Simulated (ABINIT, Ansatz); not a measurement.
Computed results, one entry a study.

```
LiCNO (R3m): G0W0 with ABINIT, start to end
1.0
     1.64399    0.94916    4.76205
    -1.64399    0.94916    4.76205
     0.00000   -1.89831    4.76205
Li C N O
1 1 1 1
Direct
  0.00526 0.00526 0.00526
  0.49746 0.49746 0.49746
  0.41396 0.41396 0.41396
  0.58333 0.58333 0.58333
# method: RPA screening on PBEsol, plane waves, norm-conserving pseudopotentials (and 2 further levels or steps)
# program: ABINIT 10.8.3
# settings: cutoff 37 Ha, PseudoDojo scalar-relativistic 0.4.1 standard, norm-conserving, ngkpt (4, 4, 4), nband 49, ecuteps 4.4 Ha, inclvkb 2, shiftk (0, 0, 0), symchi 1, awtr 1, frequency ppm, 4×4×4 k-mesh
# cost: 5 runs, 2.3 min in all on 4 MPI ranks of Intel Xeon 6975P-C (Granite Rapids), shared host
# notes: The program’s warnings: nkpt*nsppol () is not a multiple of nproc spkpt (). The cell and positions are those that the Materials Project relaxed with its own functionals (PBE, PBE+U or r2SCAN), kept fixed.
# PBEsol gap: 4.66 eV, indirect
# G0W0 gap on the mesh: 7.29 eV
# GW settings: 4×4×4 mesh, 49 bands, screening to 119.7 eV, Godby-Needs plasmon pole
# known limits: short of the basis limit
```

[Long decimals in the printed logs are rounded to 6 places.]

[Logs are printed without paths, hosts, clocks, repeated set-up lines and the standing remarks that a program may print on its own settings, such as how far it seeks lower states.]

[Paths, hosts, dates, memory and timing lines, banners, echoed tables and standing remarks are left out of the program output; an Ansatz launch command may be rebuilt from the run's recorded settings. Measured values are a selection of at most five: reports struck by readers or far from the other reports are left out. None is set beside runs whose start may be inverted or whose files or cutoffs have a known fault.]

[Runs of the session that timed out or met a known fault of the program may be left out.]

[Hosts, paths, dates, database ids (printed as entryN), source tags and the programs' standing remarks are cut or masked in the printed files.]

[G0W0 gaps are taken among the corrected bands and points alone; a level outside them can change the order at an edge.]

[Where Ansatz stands beside ABINIT at settings called matched, ABINIT's density can come from a denser mesh and the files from another edition; pairs whose starting gaps differed by over 0.03 eV were left out, so agreement reads better than it is.]
